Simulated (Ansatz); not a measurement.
## What SrBe3 (built on the sites of a database entry of Ca3Pb) distorts into

Which phase does SrBe3 (built on the sites of a database entry of Ca3Pb) fall into along its unstable mode, and how much energy does it gain?

Calculated with Ansatz 0.2.0; DFT PBEsol, scalar-relativistic, plane waves, norm-conserving pseudopotentials.

Report form: the programs' logs are mostly left out.

The structure was built from a prototype and need not be the compound's stable phase.

## (1) Set-up

It takes space group Pm-3m (No. 221, cubic). The conventional cell has a = 4.189 Å, b = 4.189 Å, c = 4.189 Å, α = 90.00°, β = 90.00°, γ = 90.00°. Nearest to Be lie 4 Sr at 2.96 Å and 8 Be at 2.96 Å. Sr has 12 Be at 2.96 Å nearest. Farther neighbours are not listed.

As a file:

```cif
data_structure
_symmetry_space_group_name_H-M 'P 1'
_symmetry_Int_Tables_number 1
_cell_length_a 4.1890
_cell_length_b 4.1890
_cell_length_c 4.1890
_cell_angle_alpha 90.000
_cell_angle_beta 90.000
_cell_angle_gamma 90.000
_cell_volume 73.51
loop_
_atom_site_label
_atom_site_type_symbol
_atom_site_fract_x
_atom_site_fract_y
_atom_site_fract_z
_atom_site_occupancy
Be1 Be 0.00000 0.50000 0.50000 1
Be2 Be 0.50000 0.50000 0.00000 1
Be3 Be 0.50000 0.00000 0.50000 1
Sr4 Sr 0.00000 0.00000 0.00000 1
```

## (2) The dispersion

The cell comes from relaxations at this level that are not shown. Stability and thermal properties need the whole zone. Linear response on a 2×2×2 q mesh gives force constants as far as a supercell of that size would.

Contents of input.yaml:

```yaml
crystal:
  lattice:
    - [4.1890090279, 0.0, 0.0]
    - [0.0, 4.1890090279, 0.0]
    - [0.0, 0.0, 4.1890090279]
  atoms:
    - { symbol: Be, position: [0.0, 0.5, 0.5] }
    - { symbol: Be, position: [0.5, 0.5, 0.0] }
    - { symbol: Be, position: [0.5, 0.0, 0.5] }
    - { symbol: Sr, position: [0.0, 0.0, 0.0] }
kpoints:
  mp_grid: { grid: [10, 10, 10] }
hamiltonian:
  xc: pbesol
  pseudopotentials: { kind: nc }
scf:
  occupations: { method: methfessel_paxton, width: 0.15 }
output:
  eigenvalues: true
phonons:
  method: dfpt
  qmesh: [2, 2, 2]
  temperatures: { t_max: 1000, t_step: 50 }
  qpath:
    path:
      - [[0.0, 0.0, 0.0], [0.0, 0.5, 0.0], [0.5, 0.5, 0.0], [0.0, 0.0, 0.0], [0.5, 0.5, 0.5], [0.0, 0.5, 0.0]]
      - [[0.5, 0.5, 0.5], [0.5, 0.5, 0.0]]
    npoints: 10
```

The run is started by

```bash
> ansatz run input.yaml --threads 4 --pin off --max-ram 7168MiB --backend cpu --events-out ev --progress --plain --runs-dir out
```

It took 4.4 min on 4 threads of Arm Neoverse V2, shared host; peak memory 2.3 GiB.

Numbers from this step:

- volume per atom: 18.38 Å³
- gap on the k-mesh: 0 eV
- sum-rule residual before enforcement: 5.42e-5 eV/Å²
- lowest frequency on the path: -363.6 cm⁻¹
- point group: m-3m
- highest frequency on the path or at a solved wavevector: 391.6 cm⁻¹
- highest optical mode at the zone centre (no LO-TO term): 327.5 cm⁻¹
- lowest optical zone-centre mode: -311.4 cm⁻¹
- lowest mode on the q mesh (acoustic modes at Γ apart): -360.1 cm⁻¹

Frequencies (cm⁻¹) solved at each irreducible wavevector; negative means imaginary. Frequencies by wavevector, by row:

| q in reciprocal lattice units | star | mode 1 | mode 2 | mode 3 | mode 4 | mode 10 | mode 11 | mode 12 |
| --- | --- | --- | --- | --- | --- | --- | --- | --- |
| 0 0 0 | 1 | -311.4 | -311.4 | -311.4 | 0 | 327.5 | 327.5 | 327.5 |
| 0 0 -0.5 | 3 | -320.7 | -320.7 | -292.7 | 75 | 277.6 | 283.7 | 283.7 |
| 0 -0.5 -0.5 | 3 | -360.1 | -329.6 | -259.5 | -68.4 | 268.9 | 268.9 | 382 |
| -0.5 -0.5 -0.5 | 1 | -357.2 | -184.5 | -184.5 | -184.5 | 391.6 | 391.6 | 391.6 |

Interpolated from a 2×2×2 q mesh, rough between the solved points. The phonon branches at the labelled points (cm⁻¹):

| point | branch 1 | branch 2 | branch 3 | branch 4 | branch 9 | branch 10 | branch 11 | branch 12 |
| --- | --- | --- | --- | --- | --- | --- | --- | --- |
| Γ | -311 | -311 | -311 | 0 | 302 | 328 | 328 | 328 |
| halfway | -316 | -316 | -303 | 48 | 288 | 295 | 309 | 309 |
| X | -321 | -321 | -293 | 75 | 278 | 278 | 284 | 284 |
| halfway | -341 | -326 | -277 | -62 | 255 | 260 | 276 | 348 |
| M | -360 | -330 | -260 | -68 | 221 | 269 | 269 | 382 |
| halfway | -328 | -322 | -290 | 42 | 269 | 287 | 290 | 336 |
| Γ | -311 | -311 | -311 | 0 | 302 | 328 | 328 | 328 |
| halfway | -348 | -287 | -287 | -102 | 245 | 325 | 328 | 328 |
| R | -357 | -184 | -184 | -184 | 256 | 392 | 392 | 392 |
| halfway | -357 | -283 | -259 | -152 | 247 | 317 | 343 | 345 |
| X | -321 | -321 | -293 | 75 | 278 | 278 | 284 | 284 |
| jump to R | -357 | -184 | -184 | -184 | 256 | 392 | 392 | 392 |
| halfway | -363 | -259 | -222 | -160 | 245 | 341 | 341 | 387 |
| M | -360 | -330 | -260 | -68 | 221 | 269 | 269 | 382 |

Symmetry leaves 4 wavevectors to solve. The lowest mode among them, the acoustic zeros apart, lies at q = (0, -0.5, -0.5) and is imaginary, 360.1i cm⁻¹, so the energy falls along it. Between them the interpolated path dips to 364i cm⁻¹.

## (3) The mode frozen in, largest atomic shift 0 Å

The mode followed lies at q = (0, -0.5, -0.5) with frequency 360.1i cm⁻¹, the softest among the wavevectors solved. At small amplitude the distorted cell has space group no. 129 by a symmetry search on the positions. The undistorted cell that holds it gives the zero of energy on the same k mesh.

System of this step: SrBe3 (built on the sites of a database entry of Ca3Pb). It takes space group Pm-3m (No. 221, cubic). Conventional cell: a = 4.189 Å, b = 4.189 Å, c = 4.189 Å, α = 90.00°, β = 90.00°, γ = 90.00°. Be has 8 Be at 2.96 Å and 4 Sr at 2.96 Å nearest. Nearest to Be lie 8 Be at 2.96 Å and 4 Sr at 2.96 Å. Nearest to Sr lie 12 Be at 2.96 Å. Farther neighbours are not listed.

Contents of input.yaml:

```yaml
crystal:
  lattice:
    - [-4.1890090279, 0.0, 0.0]
    - [0.0, -4.1890090279, -4.1890090279]
    - [0.0, -4.1890090279, 4.1890090279]
  atoms:
    - { symbol: Be, position: [0.0, 0.0, 0.5] }
    - { symbol: Be, position: [0.0, 0.5, 0.0] }
    - { symbol: Be, position: [0.5, 0.25, 0.25] }
    - { symbol: Be, position: [0.5, 0.75, 0.75] }
    - { symbol: Be, position: [0.5, 0.25, 0.75] }
    - { symbol: Be, position: [0.5, 0.75, 0.25] }
    - { symbol: Sr, position: [1.0, 0.5, 0.5] }
    - { symbol: Sr, position: [1.0, 0.0, 0.0] }
kpoints:
  mp_grid: { grid: [8, 6, 6] }
hamiltonian:
  xc: pbesol
  pseudopotentials: { kind: nc }
scf:
  occupations: { method: methfessel_paxton, width: 0.15 }
output:
  forces: true
  stress: true
  eigenvalues: true
```

Wall time 9.4 s (4 threads); peak memory 1.2 GiB.

This step gave:

```
pressure                         : -0.02361 GPa
energy from the undistorted cell : 0 meV/atom
```

The run ends at a pressure of -0.02 GPa.

## (4) The mode frozen in, largest atomic shift 0.6 Å

The atoms are moved along the unstable eigenvector, the largest shift by 0.6 Å, with the cell fixed.

input.yaml: that of step 3 with these lines changed.

```diff
@@ -6,4 +6,4 @@
   atoms:
-    - { symbol: Be, position: [0.0, 0.0, 0.5] }
-    - { symbol: Be, position: [0.0, 0.5, 0.0] }
+    - { symbol: Be, position: [-0.1432319663, 0.0, 0.5] }
+    - { symbol: Be, position: [0.1432319663, 0.5, 0.0] }
     - { symbol: Be, position: [0.5, 0.25, 0.25] }
```

Wall time 9.9 s (4 threads); peak memory 1.2 GiB.

This step gave:

```yaml
pressure: -1.013 GPa
energy_from_the_undistorted_cell: -157.2 meV/atom
```

The energy, extrapolated to zero smearing, is -157.17 meV/atom against the undistorted cell.

The run ends at a pressure of -1.01 GPa, with forces up to 1.7 eV/Å.

## (5) Energy along the mode, all amplitudes (two of the runs are shown above)

An imaginary frequency means negative curvature, so the energy should fall and then rise again as anharmonic terms take over.

This step gave:

```yaml
depth_at_the_lowest_point_sampled: 157.2 meV/atom
largest_atomic_shift_at_that_point: 0.6 Å
```

Energy from the parent against largest atomic shift:

| largest atomic shift (Å) | energy from the parent (meV/atom) |
| --- | --- |
| 0.000 | 0 |
| 0.040 | -0.895 |
| 0.080 | -3.55 |
| 0.140 | -10.7 |
| 0.220 | -25.6 |
| 0.320 | -51.9 |
| 0.450 | -96.3 |
| 0.600 | -157 |

Displacement at unit largest shift by atom:

| atom | x (Å) | y (Å) | z (Å) | size |
| --- | --- | --- | --- | --- |
| Be1 | 1.00 | 0.00 | 0.00 | 1.00 |
| Be2 | -1.00 | 0.00 | 0.00 | 1.00 |
| Be3 | 0.00 | 0.00 | 0.00 | 0.00 |
| Be4 | 0.00 | 0.00 | 0.00 | 0.00 |
| Be5 | 0.00 | 0.00 | 0.00 | 0.00 |
| Be6 | 0.00 | 0.00 | 0.00 | 0.00 |
| Sr7 | 0.00 | 0.00 | 0.00 | 0.00 |
| Sr8 | 0.00 | 0.00 | 0.00 | 0.00 |

The lowest of the steps tried is the last one, at 0.6 Å, 157 meV/atom below the parent; the bottom of the well need not coincide with a step.

## (6) Relaxing from the distorted cell

Starting from the lowest point found, all atoms and the cell are let go, so that strain and other modes of the same symmetry can join in.

input.yaml: that of step 4 with these lines changed.

```diff
@@ -25 +25,10 @@
   eigenvalues: true
+  write_density: true
+  write_potential: true
+  elf: true
+  volumetric_format: npy
+relax:
+  adjacent_minimum: "off"
+  f_tol: 0.002
+  max_steps: 120
+  cell: { stress_tol: 0.03 }
```

Wall time 3.5 min (4 threads); peak memory 1.3 GiB.

The steps of the relaxation:

| step | energy less that of the first step (eV) | largest force component (eV/Å) | pressure (GPa) | volume (Å³) |
| --- | --- | --- | --- | --- |
| 1 | 0.0000 | 1.6765 | -1.01 | 147.02 |
| 2 | -0.7455 | 1.6847 | -1.03 | 146.20 |
| 3 | -1.5514 | 1.5207 | -0.97 | 145.60 |
| 4 | -2.3635 | 1.1964 | -0.47 | 144.08 |
| 5 | -3.1640 | 0.6931 | 0.32 | 142.41 |
| 6 | -3.6146 | 0.0383 | 0.78 | 142.09 |
| 7 | -3.7270 | 0.0503 | -0.26 | 143.36 |
| 8 | -3.7339 | 0.0089 | -0.33 | 142.86 |
| 9 | -3.7351 | 0.0152 | 0.15 | 141.46 |
| 10 | -3.7352 | 0.0007 | 0.01 | 141.82 |
| 11* | -3.8242 | 0.0002 | 0.90 | 141.82 |
| 12 | -3.8549 | 0.0128 | 0.33 | 143.26 |
| 13 | -3.8632 | 0.0176 | -0.04 | 144.15 |
| 14 | -3.8636 | 0.0129 | -0.01 | 143.88 |
| 15 | -3.8636 | 0.0007 | 0.00 | 143.89 |
| 16* | -3.8646 | 0.0006 | 0.02 | 143.89 |
| 17 | -3.8646 | 0.0003 | 0.00 | 143.95 |
| 18* | -3.8647 | 0.0003 | 0.00 | 143.95 |

Relaxation steps marked * repeat the geometry before them on a plane-wave basis chosen anew for their cell, so energy and pressure can jump there.

Forces are held to the 16 operations that the run works with; a distortion that breaks them can't arise in this run.

| cell as run | before | after | change |
| --- | --- | --- | --- |
| a (Å) | 4.189 | 5.237 | +25.0 % |
| b (Å) | 5.924 | 5.243 | -11.5 % |
| c (Å) | 5.924 | 5.243 | -11.5 % |
| volume (Å³/atom) | 18.38 | 17.99 | -2.1 % |

The atoms that moved most (Å, as changes of fractional coordinates times the final cell):

| atom | dx | dy | dz | length |
| --- | --- | --- | --- | --- |
| Be1 | 1.011 | 0.000 | 0.000 | 1.011 |
| Be2 | -1.011 | 0.000 | 0.000 | 1.011 |

Numbers from this step:

| Quantity | Value |
| --- | --- |
| pressure | 5.76e-4 GPa |
| volume per atom | 17.99 Å³ |

Valence density in the ac plane at fractional y = 0.000, with atoms of Be and Sr within 0.2 Å of it. It is the smooth field of the valence electrons, not physical close to the nuclei.

Ten steps, logarithmic in the rise over the least value, from '_' (0 e/Å³) to '@' (16 e/Å³), each cell a mean:
```
==**==..______________::++++
++==::________________..--++
--::..______..............::
____________..::........____
____________....::::....____
____________....--++--..____
____________....**@@**..____
____________....++%%++..____
____________....::::....____
____________..::........____
....________..::......__....
==--..________....____..::==
++++--..______________::==++
::++==..______________--++==
```
Columns run along a (5.2 Å), rows up along c (5.2 Å). Atoms in or near the plane, at fractional coordinates: Be at (0.66, 0.50), Sr at (0.00, 0.00).

Electrostatic potential energy in the ac plane at fractional y = 0.000, with atoms of Be and Sr within 0.2 Å of it. With pseudopotentials it is smooth inside the atoms' cores, unlike the true potential.

Ten even steps from '0' (-81 eV) to '9' (10 eV), each cell a mean:
```
01789999999840
36899999999874
88999999999988
99999999999999
99999999999999
99999999767999
99999998656899
99999998656899
99999999888999
99999999999999
89999999999998
67899999999987
03799999999861
00689999999830
```
Columns run along a (5.2 Å; values clipped at the 3rd and 97th percentile), rows up along c (5.2 Å). Atoms in or near the plane, at fractional coordinates: Be at (0.66, 0.50), Sr at (0.00, 0.00).

ELF in the ac plane at fractional y = 0.000, with atoms of Be and Sr within 0.2 Å of it. It is the smooth field of the valence electrons, not physical close to the nuclei.

Ten even steps from '0' (0.49 × 1e-1) to '9' (9.13 × 1e-1), each cell a mean:
```
38810123210495
99500245531279
64102467874125
00013678887410
00124677756652
31234564131365
42234441395156
42234552272266
21134666423564
00024678887631
31003578886212
87301356652148
79710233320388
07820122100593
```
Columns run along a (5.2 Å), rows up along c (5.2 Å). Atoms in or near the plane, at fractional coordinates: Be at (0.66, 0.50), Sr at (0.00, 0.00).

The distorted start has space group P4/nmm; the relaxation ends in P4/nmm.

## (7) The new phase in its own primitive cell

The relaxed structure is symmetrised, reduced to its primitive cell and relaxed tightly, as its phonons need.

Contents of input.yaml:

```yaml
crystal:
  lattice:
    - [5.242747935, 0.0, 0.0]
    - [0.0, 5.242747935, 0.0]
    - [0.0, 0.0, 5.2371345695]
  atoms:
    - { symbol: Be, position: [0.0, 0.5, 0.6637096988] }
    - { symbol: Be, position: [0.5, 0.0, 0.3362903012] }
    - { symbol: Be, position: [0.25, 0.25, 0.5] }
    - { symbol: Be, position: [0.75, 0.75, 0.5] }
    - { symbol: Be, position: [0.25, 0.75, 0.5] }
    - { symbol: Be, position: [0.75, 0.25, 0.5] }
    - { symbol: Sr, position: [0.5, 0.5, 0.0] }
    - { symbol: Sr, position: [0.0, 0.0, 0.0] }
kpoints:
  mp_grid: { grid: [6, 6, 6] }
hamiltonian:
  xc: pbesol
  pseudopotentials: { kind: nc }
scf:
  occupations: { method: methfessel_paxton, width: 0.15 }
output:
  forces: true
  stress: true
  eigenvalues: true
relax:
  adjacent_minimum: "off"
  f_tol: 0.001
  max_steps: 60
  cell: { stress_tol: 0.01 }
```

Run time: 43 s. Hardware: 4 threads; peak memory 1.1 GiB.

Step by step:

| step | energy less that of the first step (eV) | largest force component (eV/Å) | pressure (GPa) | volume (Å³) |
| --- | --- | --- | --- | --- |
| 1 | 0.0000 | 0.0034 | 0.01 | 143.95 |
| 2 | -0.0001 | 0.0061 | 0.01 | 143.95 |
| 3 | 0.0000 | 0.0033 | -0.02 | 144.09 |
| 4 | -0.0001 | 0.0006 | 0.00 | 144.01 |
| 5* | -0.0001 | 0.0006 | 0.00 | 144.01 |

Relaxation steps marked * repeat the geometry before them on a plane-wave basis chosen anew for their cell, so energy and pressure can jump there.

The run keeps the 16 symmetry operations that it works with, so distortions that break them were not tested.

| conventional cell, symmetrised | before | after | change |
| --- | --- | --- | --- |
| a (Å) | 5.243 | 5.247 | +0.1 % |
| b (Å) | 5.243 | 5.247 | +0.1 % |
| c (Å) | 5.237 | 5.230 | -0.1 % |
| volume (Å³/atom) | 17.99 | 18.00 | +0.0 % |

This step gave:

```yaml
pressure: -0.003057 GPa
volume_per_atom: 18.00 Å³
```

The largest force component left is 0.58 meV/Å and the pressure is -0.003 GPa, within the tolerances set. The cell now holds 18.00 Å³/atom.

## (8) Modes of the new phase, k-mesh 6×6×6

A relaxed structure may still be a saddle point, so its zone-centre modes are computed. No field response is asked, since the mesh shows no gap.

input.yaml, the sections that differ from step 7:

```yaml
crystal:
  lattice:
    - [5.2474588289, 0.0, 0.0]
    - [0.0, 5.2474588289, 0.0]
    - [0.0, 0.0, 5.2299697955]
  atoms:
    - { symbol: Be, position: [0.0, 0.5, 0.6631643062] }
    - { symbol: Be, position: [0.5, 0.0, 0.3368356938] }
    - { symbol: Be, position: [0.25, 0.25, 0.5] }
    - { symbol: Be, position: [0.75, 0.75, 0.5] }
    - { symbol: Be, position: [0.25, 0.75, 0.5] }
    - { symbol: Be, position: [0.75, 0.25, 0.5] }
    - { symbol: Sr, position: [0.5, 0.5, 0.0] }
    - { symbol: Sr, position: [0.0, 0.0, 0.0] }
output:
  eigenvalues: true
phonons:
  method: dfpt
# kpoints, hamiltonian, scf: as in step 7
# relax: removed
```

It took 4.2 min on 4 threads; peak memory 4.9 GiB; 16 min of CPU time.

Numbers from this step:

| Property | Result |
| --- | --- |
| sum-rule residual before enforcement | 5.09e-5 eV/Å² |
| point group | 4/mmm |
| highest optical mode at the zone centre (no LO-TO term) | 756.5 cm⁻¹ |
| lowest optical zone-centre mode | 62.5 cm⁻¹ |

Patterns of degenerate modes are one choice out of their space. The modes at Γ (shares of kinetic energy by element, %):

| mode | frequency (cm⁻¹) | symmetry | Be % | Sr % |
| --- | --- | --- | --- | --- |
| 1 | 0.0 | acoustic | 24 | 76 |
| 2 | 0.0 | acoustic | 24 | 76 |
| 3 | 0.0 | acoustic | 24 | 76 |
| 4 | 62.5 | B2u | 100 | 0 |
| 5 | 114.8 | B1g | 0 | 100 |
| 6 | 119.2 | Eu | 86 | 14 |
| 7 | 119.2 | Eu | 86 | 14 |
| 8 | 130.9 | Eg | 0 | 100 |
| 9 | 130.9 | Eg | 0 | 100 |
| 10 | 199.7 | A2u | 86 | 14 |
| 11 | 215.3 | Eu | 91 | 9 |
| 12 | 215.3 | Eu | 91 | 9 |
| 13 | 243.9 | A1u | 100 | 0 |
| 14 | 310.3 | A2u | 90 | 10 |
| 15 | 325.4 | Eu | 100 | 0 |
| 16 | 325.4 | Eu | 100 | 0 |
| 17 | 343.0 | B1u | 100 | 0 |
| 18 | 386.7 | A1g | 100 | 0 |
| 19 | 576.4 | B1u | 100 | 0 |
| 20 | 589.1 | Eg | 100 | 0 |
| 21 | 589.1 | Eg | 100 | 0 |
| 22 | 631.0 | A2u | 100 | 0 |
| 23 | 756.5 | Eu | 100 | 0 |
| 24 | 756.5 | Eu | 100 | 0 |

Displacements in mode 4 (62.5 cm⁻¹), the largest set to 1:
```
Be1  0.00  0.00  0.00
Be2  0.00  0.00  0.00
Be3 -1.00 -1.00  0.00
Be4  1.00  1.00  0.00
Be5 -1.00  1.00  0.00
Be6  1.00 -1.00  0.00
Sr7  0.00  0.00  0.00
Sr8  0.00  0.00  0.00
```

Displacements in mode 7 (119.2 cm⁻¹), the largest set to 1:
```
Be1  0.01  1.00  0.00
Be2  0.01  1.00  0.00
Be3 -0.77  0.65 -0.33
Be4 -0.77  0.65  0.33
Be5  0.78  0.67  0.34
Be6  0.78  0.67 -0.34
Sr7  0.00 -0.24  0.00
Sr8  0.00 -0.24  0.00
```

Before it was imposed, the acoustic sum rule was missed by 5.1e-5 eV/Å². Small misses are needed for a sound result but don't prove that mesh and cutoff are converged. The lowest optical mode is real, 62.5 cm⁻¹.

## (9) Results

| Quantity | Value |
| --- | --- |
| unstable mode of the parent | q = (0, -0.5, -0.5), 360i cm⁻¹ |
| depth at the lowest point sampled | 157 meV/atom |
| largest atomic shift at that point | 0.6 Å |
| space group reached (within 0.01 Å) | P4/nmm |
| energy gained over the parent (first relaxation, on the mesh of the frozen mode) | 640 meV/atom |
| volume per atom, phase reached | 18.0 Å³ |
| lowest optical zone-centre mode, phase reached | 62.5 cm⁻¹ |
| highest optical mode at the zone centre (no LO-TO term), phase reached | 757 cm⁻¹ |

**Reading.** Along this mode the structure falls into P4/nmm, 640 meV/atom below the parent. At the parent's cell the well is 157.2 meV/atom deep on the steps tried, with its lowest point at a shift of 0.6 Å. That is the last step tried, so the steps alone don't bracket the bottom of the well. Relaxing atoms and cell changes the gain by +482.68 meV/atom against the lowest step (energies at zero smearing). Most of the total comes from this relaxation. The new phase has no imaginary mode at the zone centre of its cell; other wavevectors were not checked. Of the 2 patterns followed to their end from this parent, this one reaches the lowest energy. Each path keeps the symmetry of its pattern, so a lower phase may lie along a pattern not tried. The q mesh stands for a supercell only 8.4 Å across, so branches between the solved wavevectors are rough. With no gap, or one that is small against the smearing, the frequencies hang on the k mesh and the smearing, most of all near Kohn anomalies. A phonon run warned that its eigensolver left some bands unconverged in a pass. The starting cell was built on a prototype and not taken from a measurement, so the phase need not exist.

[Logs are printed without paths, hosts, clocks, repeated set-up lines and the standing remarks that a program may print on its own settings, such as how far it seeks lower states.]

[Hosts, paths, dates, database ids (printed as entryN), source tags and the programs' standing remarks are cut or masked in the printed files.]
